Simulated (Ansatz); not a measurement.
# Ti (P6_3/mmc, 2 atoms in the cell): modes against biaxial strain in the (0001) plane, that of a and b

Wanted: the shifts of the zone-centre modes of Ti (P6_3/mmc, 2 atoms in the cell) with strain.

Method: DFT PBEsol, scalar-relativistic, plane waves, PAW; PAW set soft_1, in Ansatz 0.2.0.

## (1) Starting point

Symmetry: P6_3/mmc, No. 194, hexagonal system. The conventional cell has a = 2.950 Å, b = 2.950 Å, c = 4.680 Å, α = 90.00°, β = 90.00°, γ = 120.00°. Nearest to Ti lie 12 Ti at 2.89 to 2.95 Å.

## (2) Relaxation

The cell and atoms are relaxed, since residual forces and stress would shift the frequencies.

input.yaml reads:

```yaml
crystal:
  lattice:
    - [2.95, 0.0, 0.0]
    - [-1.475, 2.5547749412, 0.0]
    - [0.0, 0.0, 4.68]
  atoms:
    - { symbol: Ti, position: [0.33333333, 0.66666667, 0.25] }
    - { symbol: Ti, position: [0.66666667, 0.33333333, 0.75] }
kpoints:
  mp_grid: { grid: [18, 18, 10] }
hamiltonian:
  xc: pbesol
  pseudopotentials: { kind: paw, azcp: { folder: soft_1 }, xc_functional: pbe }
scf:
  occupations: { method: gaussian, width: 0.1 }
output:
  forces: true
  stress: true
  eigenvalues: true
relax:
  adjacent_minimum: "off"
  f_tol: 0.005
  max_steps: 80
  cell: { stress_tol: 0.05 }
```

Run with:

```sh
$ ansatz run input.yaml --threads 4 --pin off --max-ram 10240MiB --backend cpu --events-out ev --progress --plain --runs-dir out
```

Numbers of over 12 decimals in the logs are rounded to 6 here.

The log of the run:

```text
Engine: ansatz 0.2.0, aarch64-unknown-linux-gnu
Pseudopotentials: kind: paw
Pseudopotential: Ti, paw, valence charge 12, recommended cutoff 420 eV (normal), soft_1/Ti.paw.azcp
Functional definition: PBEsol
  exchange = pbesol_x
  correlation = pbesol_c
Crystal: 2 atoms, lattice volume = 35.271 Å³
Basis set: ecut = 420 eV, 687 PW (Γ), exchange–correlation on 40×40×64 points (8 copies of the dense FFT grid, shifted against one another)
Bands: 16, of which v1, the nominal top of the filled ones, is band 12 counted from 1 (11 counted from 0)
Symmetry: 24 space group operations
Space group: P63/mmc (ITA 194), of the structure as read, at distance tolerance 3.3e-5 Å
k-points: 222 of 3240
Non-local potential: Ti, projectors of the file, l = 0: 3, l = 1: 2, l = 2: 3, l = 3: 1
PAW form: soft (Blöchl's): semilocal exchange-correlation on the pseudo side does not see the compensation charge
PAW frozen core: Ti, regenerated for the run's functional, and the local potential with it (the file was generated under x = pbe(κ = 0.804, μ = 0.219515), c = pbe(β = 0.066725))
PAW one-centre angular grid: Ti, 590 points (default); XC on 64 Gauss nodes
Initial density: superposition of atomic densities (chi_scale 0.1, normalization cell)
Initial wavefunctions: pseudopotential atomic-orbital guess
Functional: x = pbesol(κ = 0.804, μ = 0.123457), c = pbesol(β = 0.046)
SCF iter   1: F=—  HF=-4948.262162 eV  |F-HF|=—  |Δ(HF+E_count)|=         —  Δρ=6.41e-2  dr2=1.51e0  ethr=3.10e-3  ⟨swp⟩=3.3  Hψ=13850  notcnv=0
preconditioner: auto → none  [metal: Δε(μ)=0.005 eV  Ē_g=3.139 eV  σ=0.100 eV  W_gap=0.03  n_scr=8 (ndim 8)  ℏωp=17.7 eV  f_vac=0.000  D(μ)=1.62/eV (n_scr^D=22)  sad-step TF]
SCF iter   2: F=—  HF=-4947.893004 eV  |F-HF|=—  |Δ(HF+E_count)|=   3.69e-1  Δρ=3.16e-2  dr2=3.95e-1  ethr=3.10e-3  ⟨swp⟩=2.5  Hψ=7254  notcnv=0  defer=12
SCF iter   3: F=—  HF=-4947.770101 eV  |F-HF|=—  |Δ(HF+E_count)|=   1.23e-1  Δρ=1.88e-3  dr2=6.01e-4  ethr=1.65e-3  ⟨swp⟩=2.2  Hψ=5557  notcnv=0  defer=12
SCF iter   4: F=—  HF=-4947.770751 eV  |F-HF|=—  |Δ(HF+E_count)|=   6.50e-4  Δρ=2.23e-4  dr2=1.03e-5  ethr=2.50e-6  ⟨swp⟩=2.2  Hψ=7220  notcnv=0  defer=12
SCF iter   5: F=—  HF=-4947.770786 eV  |F-HF|=—  |Δ(HF+E_count)|=   3.58e-5  Δρ=5.10e-5  dr2=6.14e-7  ethr=4.27e-8  ⟨swp⟩=2.0  Hψ=4417  notcnv=0  defer=12
SCF iter   6: F=-4947.770786 eV  HF=-4947.770786 eV  |F-HF|=7.25e-9  |Δ(HF+E_count)|=   2.19e-7  Δρ=7.06e-6  dr2=9.96e-9  ethr=4.17e-10  ⟨swp⟩=5.2  Hψ=15359  notcnv=0
SCF 1 converged in 6 iterations: F = -4947.770786 eV  dr2 = 9.96e-9
  greatest PAW one-centre occupation: 0.999 electrons in one spin orbital (limit 2), on the Ti atom at site 1 (counted from 0), in its partial waves of l = 0
relax step   1: F+E_penalty+E_count = -4947.77078614 eV  Δ(F+E_penalty+E_count) = +0.000e0 eV  max|allowed force component| = 1.295e-16 eV/Å  Δτ_max = 0.0000 Å  P = -5.821 GPa  Ω = 35.271 Å³  (6 SCF iters, dr2 threshold 1.00e-7 eV, accepted)
Crystal: 2 atoms, lattice volume = 31.222 Å³
Basis set: ecut = 420 eV, 615 PW (Γ), exchange–correlation on 40×40×64 points (8 copies of the dense FFT grid, shifted against one another)
Initial density: handed on by an earlier stage of this run
Initial wavefunctions: those handed on with the density
iter 1 solved again at ethr=2.94e-5 eV; its pass at ethr=3.10e-3 eV (dr2=7.06e-3 eV) is discarded
SCF iter   1: F=—  HF=-4947.744543 eV  |F-HF|=—  |Δ(HF+E_count)|=         —  Δρ=4.90e-3  dr2=7.17e-3  ethr=2.94e-5  ⟨swp⟩=1.0  Hψ=23276  notcnv=0
preconditioner: auto → none  [metal: Δε(μ)=0.004 eV  Ē_g=3.116 eV  σ=0.100 eV  W_gap=0.02  n_scr=8 (ndim 8)  ℏωp=18.8 eV  f_vac=0.000  D(μ)=1.73/eV (n_scr^D=22)]
SCF iter   2: F=—  HF=-4947.744630 eV  |F-HF|=—  |Δ(HF+E_count)|=   8.73e-5  Δρ=1.90e-3  dr2=4.13e-4  ethr=2.94e-5  ⟨swp⟩=3.0  Hψ=6445  notcnv=0
SCF iter   3: F=—  HF=-4947.745419 eV  |F-HF|=—  |Δ(HF+E_count)|=   7.89e-4  Δρ=5.50e-4  dr2=3.31e-5  ethr=1.72e-6  ⟨swp⟩=2.0  Hψ=4435  notcnv=0
SCF iter   4: F=—  HF=-4947.745528 eV  |F-HF|=—  |Δ(HF+E_count)|=   1.09e-4  Δρ=5.07e-5  dr2=8.16e-7  ethr=1.38e-7  ⟨swp⟩=2.0  Hψ=4451  notcnv=0
iter 5 did not close the SCF: its close was put off for the readings that it lacked (scf_convergence_deferred on its scf_iter line)
SCF iter   5: F=-4947.745528 eV  HF=-4947.745528 eV  |F-HF|=5.67e-9  |Δ(HF+E_count)|=   2.26e-7  Δρ=6.40e-6  dr2=7.33e-9  ethr=3.40e-9  ⟨swp⟩=2.0  Hψ=4316  notcnv=0
SCF iter   6: F=-4947.745528 eV  HF=-4947.745528 eV  |F-HF|=2.09e-11  |Δ(HF+E_count)|=   3.47e-9  Δρ=3.43e-7  dr2=1.47e-11  ethr=3.06e-11  ⟨swp⟩=1.1  Hψ=10708  notcnv=0
SCF 2 converged in 6 iterations: F = -4947.745528 eV  dr2 = 1.47e-11
relax step   2: F+E_penalty+E_count = -4947.74552814 eV  Δ(F+E_penalty+E_count) = +2.526e-2 eV  max|allowed force component| = 2.764e-16 eV/Å  Δτ_max = 0.0000 Å  P = +9.234 GPa  Ω = 31.222 Å³  energy of the carried Pulay correction = +6.258e-4 eV  (6 SCF iters, dr2 threshold 2.00e-7 eV, rejected (line search))
Crystal: 2 atoms, lattice volume = 33.590 Å³
Basis set: ecut = 420 eV, 639 PW (Γ), exchange–correlation on 40×40×64 points (8 copies of the dense FFT grid, shifted against one another)
iter 1 solved again at ethr=1.04e-5 eV; its pass at ethr=3.10e-3 eV (dr2=2.49e-3 eV) is discarded
SCF iter   1: F=—  HF=-4947.805055 eV  |F-HF|=—  |Δ(HF+E_count)|=         —  Δρ=2.79e-3  dr2=2.56e-3  ethr=1.04e-5  ⟨swp⟩=1.0  Hψ=23181  notcnv=0
preconditioner: auto → none  [metal: Δε(μ)=0.022 eV  Ē_g=2.895 eV  σ=0.100 eV  W_gap=0.12  n_scr=8 (ndim 8)  ℏωp=18.1 eV  f_vac=0.000  D(μ)=1.86/eV (n_scr^D=22)]
SCF iter   2: F=—  HF=-4947.805241 eV  |F-HF|=—  |Δ(HF+E_count)|=   1.86e-4  Δρ=1.17e-3  dr2=1.73e-4  ethr=1.04e-5  ⟨swp⟩=3.0  Hψ=6451  notcnv=0
SCF iter   3: F=—  HF=-4947.805550 eV  |F-HF|=—  |Δ(HF+E_count)|=   3.09e-4  Δρ=3.15e-4  dr2=1.31e-5  ethr=7.20e-7  ⟨swp⟩=2.0  Hψ=4316  notcnv=0
SCF iter   4: F=—  HF=-4947.805595 eV  |F-HF|=—  |Δ(HF+E_count)|=   4.42e-5  Δρ=3.13e-5  dr2=3.46e-7  ethr=5.44e-8  ⟨swp⟩=2.0  Hψ=4457  notcnv=0
SCF iter   5: F=—  HF=-4947.805594 eV  |F-HF|=—  |Δ(HF+E_count)|=   8.94e-8  Δρ=4.20e-6  dr2=3.46e-9  ethr=1.44e-9  ⟨swp⟩=2.0  Hψ=4313  notcnv=0
SCF iter   6: F=—  HF=-4947.805594 eV  |F-HF|=—  |Δ(HF+E_count)|=   1.79e-9  Δρ=2.08e-7  dr2=4.62e-12  ethr=1.00e-12  ⟨swp⟩=3.6  Hψ=16551  notcnv=0
SCF iter   7: F=-4947.805594 eV  HF=-4947.805594 eV  |F-HF|=9.09e-13  |Δ(HF+E_count)|=  1.27e-11  Δρ=3.72e-8  dr2=3.46e-13  ethr=1.00e-12  ⟨swp⟩=4.1  Hψ=12124  notcnv=0
SCF 3 converged in 7 iterations: F = -4947.805594 eV  dr2 = 3.46e-13
relax step   3: F+E_penalty+E_count = -4947.80559450 eV  Δ(F+E_penalty+E_count) = -3.481e-2 eV  max|allowed force component| = 5.089e-16 eV/Å  Δτ_max = 0.0000 Å  P = -0.551 GPa  Ω = 33.590 Å³  energy of the carried Pulay correction = +2.512e-4 eV  (7 SCF iters, accepted)
[...]
relax step   4: F+E_penalty+E_count = -4947.80590258 eV  Δ(F+E_penalty+E_count) = -3.081e-4 eV  max|allowed force component| = 1.758e-16 eV/Å  Δτ_max = 0.0000 Å  P = +0.042 GPa  Ω = 33.423 Å³  energy of the carried Pulay correction = +2.768e-4 eV  (6 SCF iters, dr2 threshold 2.00e-7 eV, accepted)
[...]
relax step   5: F+E_penalty+E_count = -4947.80590435 eV  Δ(F+E_penalty+E_count) = -1.773e-6 eV  max|allowed force component| = 2.220e-16 eV/Å  Δτ_max = 0.0000 Å  P = +0.003 GPa  Ω = 33.434 Å³  energy of the carried Pulay correction = +2.751e-4 eV  (6 SCF iters, dr2 threshold 9.88e-9 eV, accepted)
Initial wavefunctions: pseudopotential atomic-orbital guess (no wavefunctions were taken with the density)
iter 1 solved again at ethr=6.22e-10 eV; its pass at ethr=3.10e-3 eV (dr2=1.49e-7 eV) is discarded
SCF iter   1: F=—  HF=-4947.805555 eV  |F-HF|=—  |Δ(HF+E_count)|=         —  Δρ=3.72e-5  dr2=4.54e-8  ethr=6.22e-10  ⟨swp⟩=3.0  Hψ=24759  notcnv=0
preconditioner: auto → none  [metal: Δε(μ)=0.017 eV  Ē_g=2.922 eV  σ=0.100 eV  W_gap=0.09  n_scr=8 (ndim 8)  ℏωp=18.2 eV  f_vac=0.000  D(μ)=1.82/eV (n_scr^D=22)]
SCF iter   2: F=—  HF=-4947.805550 eV  |F-HF|=—  |Δ(HF+E_count)|=   4.39e-6  Δρ=1.95e-5  dr2=2.13e-8  ethr=1.89e-10  ⟨swp⟩=2.1  Hψ=5911  notcnv=0
SCF iter   3: F=—  HF=-4947.805550 eV  |F-HF|=—  |Δ(HF+E_count)|=   2.40e-8  Δρ=3.89e-6  dr2=4.58e-9  ethr=8.88e-11  ⟨swp⟩=2.0  Hψ=4436  notcnv=0
SCF iter   4: F=—  HF=-4947.805550 eV  |F-HF|=—  |Δ(HF+E_count)|=   1.56e-9  Δρ=5.64e-7  dr2=4.44e-11  ethr=1.91e-11  ⟨swp⟩=2.0  Hψ=5615  notcnv=0
iter 5 did not close the SCF: its close was put off for the readings that it lacked (scf_convergence_deferred on its scf_iter line)
SCF iter   5: F=-4947.805550 eV  HF=-4947.805550 eV  |F-HF|=0.00e0  |Δ(HF+E_count)|=  1.36e-11  Δρ=4.53e-8  dr2=2.71e-13  ethr=1.00e-12  ⟨swp⟩=1.0  Hψ=3552  notcnv=0
SCF iter   6: F=-4947.805550 eV  HF=-4947.805550 eV  |F-HF|=9.09e-13  |Δ(HF+E_count)|=  9.09e-13  Δρ=1.39e-8  dr2=1.33e-14  ethr=1.00e-12  ⟨swp⟩=2.8  Hψ=11118  notcnv=0
SCF 6 converged in 6 iterations: F = -4947.805550 eV  dr2 = 1.33e-14
relax step   6: F+E_penalty+E_count = -4947.80555042 eV  Δ(F+E_penalty+E_count) = +3.539e-4 eV  max|allowed force component| = 2.498e-16 eV/Å  Δτ_max = 0.0000 Å  P = +0.017 GPa  Ω = 33.434 Å³  stress off target by 2.56e-2 GPa  SCF on the basis re-selected at this cell (its energy is not comparable with the rows above)  (6 SCF iters)
basis re-selected at this cell: Δ(F+E_penalty+E_count) = +3.539e-4 eV, ΔP = +0.014 GPa vs the last step (what re-selecting the basis moved, of the pressure what is left beyond the Pulay correction that the steps carried, after the strain that the cell walked since its last selection, with what the two solves' SCF thresholds leave and, on support functions, any second-order correction that the steps lacked; it is no m [...]
SCF converged after 6 iterations
Free energy (F): -4947.805550 eV
Harris-Foulkes:  -4947.805550 eV  (|F-HF|=9.09e-13)
Internal energy: -4947.796442 eV  (E = F + TS)
E sigma→0 (E₀):  -4947.800996 eV
Entropy (-TS):   -0.009108 eV (-4.554 meV/atom)
Fermi energy:    13.778573 eV
--- Per-component energies (eV) ---
  E_band       = -302.256869
  E_kinetic    = 563.560335
  E_local      = -1704.529969  (includes V_loc(G=0)·N_el)
  E_nonlocal   = 123.834436
  E_hartree    = 676.495836
  E_xc         = -230.855520
  E_vxc        = -290.443843  (∫ρ·V_xc dr)
  E_paw        = -2034.759862  (= ΣΔE_a)
  E_vpaw       = -347.669338  (= ΣTr[D̂ρ^β])
  E_aug_tail   = -0.000162  (compensation charges beyond the density's cutoff)
  E_ewald      = -2341.820305
  E_core_change = 0.278769  (= ΣΔE_core)
  E_smearing   = -0.009108  (= −TS)
  E_closure    = 0.000000  (closes the sum)
  Σ components = -4947.805550   (vs F -4947.805550, Δ=0.00e0)
--- Forces (eV/Å), atoms counted from 1 ---
  atom   1  Ti     0.00000000    -0.00000000     0.00000000
  atom   2  Ti    -0.00000000     0.00000000    -0.00000000
  max |Σ_I F_I| component: 1.85e-17 eV/Å
--- Stress (GPa, compression-positive) ---
        0.025644       0.000000      -0.000000
        0.000000       0.025644       0.000000
       -0.000000       0.000000       0.000176
  P = ⅓ Tr σ = 0.0172 GPa (0.172 kbar)
--- Band table (eV; the first three rows and the last of 222) ---
  k-point 0: bands = [... 8 lower, 7.5004, 10.9851, 14.5655, 14.5655, 14.6518, 14.6996, 15.0986, 15.0986]
  k-point 1: bands = [... 8 lower, 7.5881, 10.9497, 14.4944, 14.5195, 14.5195, 14.6497, 15.0483, 15.0483]
  k-point 2: bands = [... 8 lower, 7.8460, 10.8125, 14.1486, 14.4372, 14.4372, 14.5082, 14.9177, 14.9177]
  k-point 221: bands = [... 8 lower, 12.4662, 12.4662, 12.6323, 12.6323, 13.5745, 13.5745, 15.5190, 15.5190]
--- Relaxed structure (5 steps of the walk, 4 accepted, 1 SCFs on fresh bases) ---
  F+E_penalty+E_count = -4947.80555042 eV   max|allowed force component| = 2.498e-16 eV/Å   (the final SCF, on the basis selected at the relaxed cell)
  cell:  # Å, volume = 33.4341 Å³
    - [2.900008, 0.0, 0]
    - [-1.450004, 2.511481, -1.7050205284618237e-18]
    - [0, -3.1233655632732052e-18, 4.590513]
  atoms:
    - { symbol: Ti, position: [0.333333, 0.666667, 0.250000] }
    - { symbol: Ti, position: [0.666667, 0.333333, 0.75] }
```

The job ended after 8.6 s (4 threads of Arm Neoverse V2, shared host; peak memory 0.43 GiB; 33 s of CPU time).

Relaxation path:

```
step  energy less that of the first step (eV)  largest force component (eV/Å)  pressure (GPa)  volume (Å³)
   1                                   0.0000                          0.0000           -5.82        35.27
   2                                   0.0253                          0.0000            9.23        31.22
   3                                  -0.0348                          0.0000           -0.55        33.59
   4                                  -0.0351                          0.0000            0.04        33.42
   5                                  -0.0351                          0.0000            0.00        33.43
  6*                                  -0.0348                          0.0000            0.02        33.43
```

Relaxation steps marked * repeat the geometry before them on a plane-wave basis chosen anew for their cell, so energy and pressure can jump there. Relaxation step 2 was tried and not accepted.

The run keeps the 24 symmetry operations that it works with, so distortions that break them were not tested.

```
conventional cell, symmetrised  before  after  change
                         a (Å)   2.950  2.900  -1.7 %
                         b (Å)   2.950  2.900  -1.7 %
                         c (Å)   4.680  4.591  -1.9 %
              volume (Å³/atom)   17.64  16.72  -5.2 %
```

Final coordinates:

```
Ti
1.0
     2.90001    0.00000    0.00000
    -1.45000    2.51148    0.00000
     0.00000    0.00000    4.59051
Ti
2
Direct
  0.33333 0.66667 0.25000
  0.66667 0.33333 0.75000
```

Numbers from this step:

```yaml
pressure: 0.01716 GPa
volume_per_atom: 16.72 Å³
gap_on_the_k_mesh: 0 eV
```

In this step the volume went from 17.64 to 16.72 Å³/atom.

## (3) Tight relaxation

Phonons need small forces and stress, so the relaxation is finished with tight tolerances on 18×18×12 k points.

input.yaml, the sections that differ from step 2:

```yaml
crystal:
  lattice:
    - [2.9000080466, 0.0, 0.0]
    - [-1.4500040233, 2.5114806395, 0.0]
    - [0.0, 0.0, 4.5905126127]
  atoms:
    - { symbol: Ti, position: [0.3333333333, 0.6666666667, 0.25] }
    - { symbol: Ti, position: [0.6666666667, 0.3333333333, 0.75] }
kpoints:
  mp_grid: { grid: [18, 18, 12] }
scf:
  occupations: { method: methfessel_paxton, width: 0.2 }
relax:
  adjacent_minimum: "off"
  f_tol: 0.001
  max_steps: 60
  cell: { stress_tol: 0.01 }
# hamiltonian, output: as in step 2
```

The log of the run:

```text
[...]
Crystal: 2 atoms, lattice volume = 33.434 Å³
Basis set: ecut = 420 eV, 627 PW (Γ), exchange–correlation on 40×40×64 points (8 copies of the dense FFT grid, shifted against one another)
Bands: 16, of which v1, the nominal top of the filled ones, is band 12 counted from 1 (11 counted from 0)
Symmetry: 24 space group operations
[...]
k-points: 259 of 3888
[...]
k-point 258: bands = [... 8 lower, 12.4665, 12.4665, 12.6322, 12.6322, 13.5761, 13.5761, 15.5206, 15.5206]
--- Relaxed structure (3 steps of the walk, 3 accepted, 1 SCFs on fresh bases) ---
[...]
cell:  # Å, volume = 33.4312 Å³
    - [2.900442, 0.0, 0.0]
    - [-1.450221, 2.511856, 0.0]
    - [0.0, 0.0, 4.588740]
  atoms:
    - { symbol: Ti, position: [0.333333, 0.666667, 0.25] }
    - { symbol: Ti, position: [0.666667, 0.333333, 0.750000] }
[key lines of the parts left out:]
SCF converged after 4 iterations
Free energy (F): -4947.798770 eV
Fermi energy:    13.784615 eV
P = ⅓ Tr σ = -0.0049 GPa (-0.049 kbar)
```

The job ended after 5.4 s (4 threads; peak memory 0.44 GiB).

Little changed from the start: no atom moved by 0.005 Å and no cell edge by 0.1 %.

This step gave:

- pressure: -0.004889 GPa

The forces vanish by symmetry and the pressure is -0.005 GPa, within the tolerances set. The cell now holds 16.72 Å³/atom.

(Part 1 of 3 ends here.)

[Logs are printed without paths, hosts, clocks, repeated set-up lines and the standing remarks that a program may print on its own settings, such as how far it seeks lower states.]

[Hosts, paths, dates, database ids (printed as entryN), source tags and the programs' standing remarks are cut or masked in the printed files.]
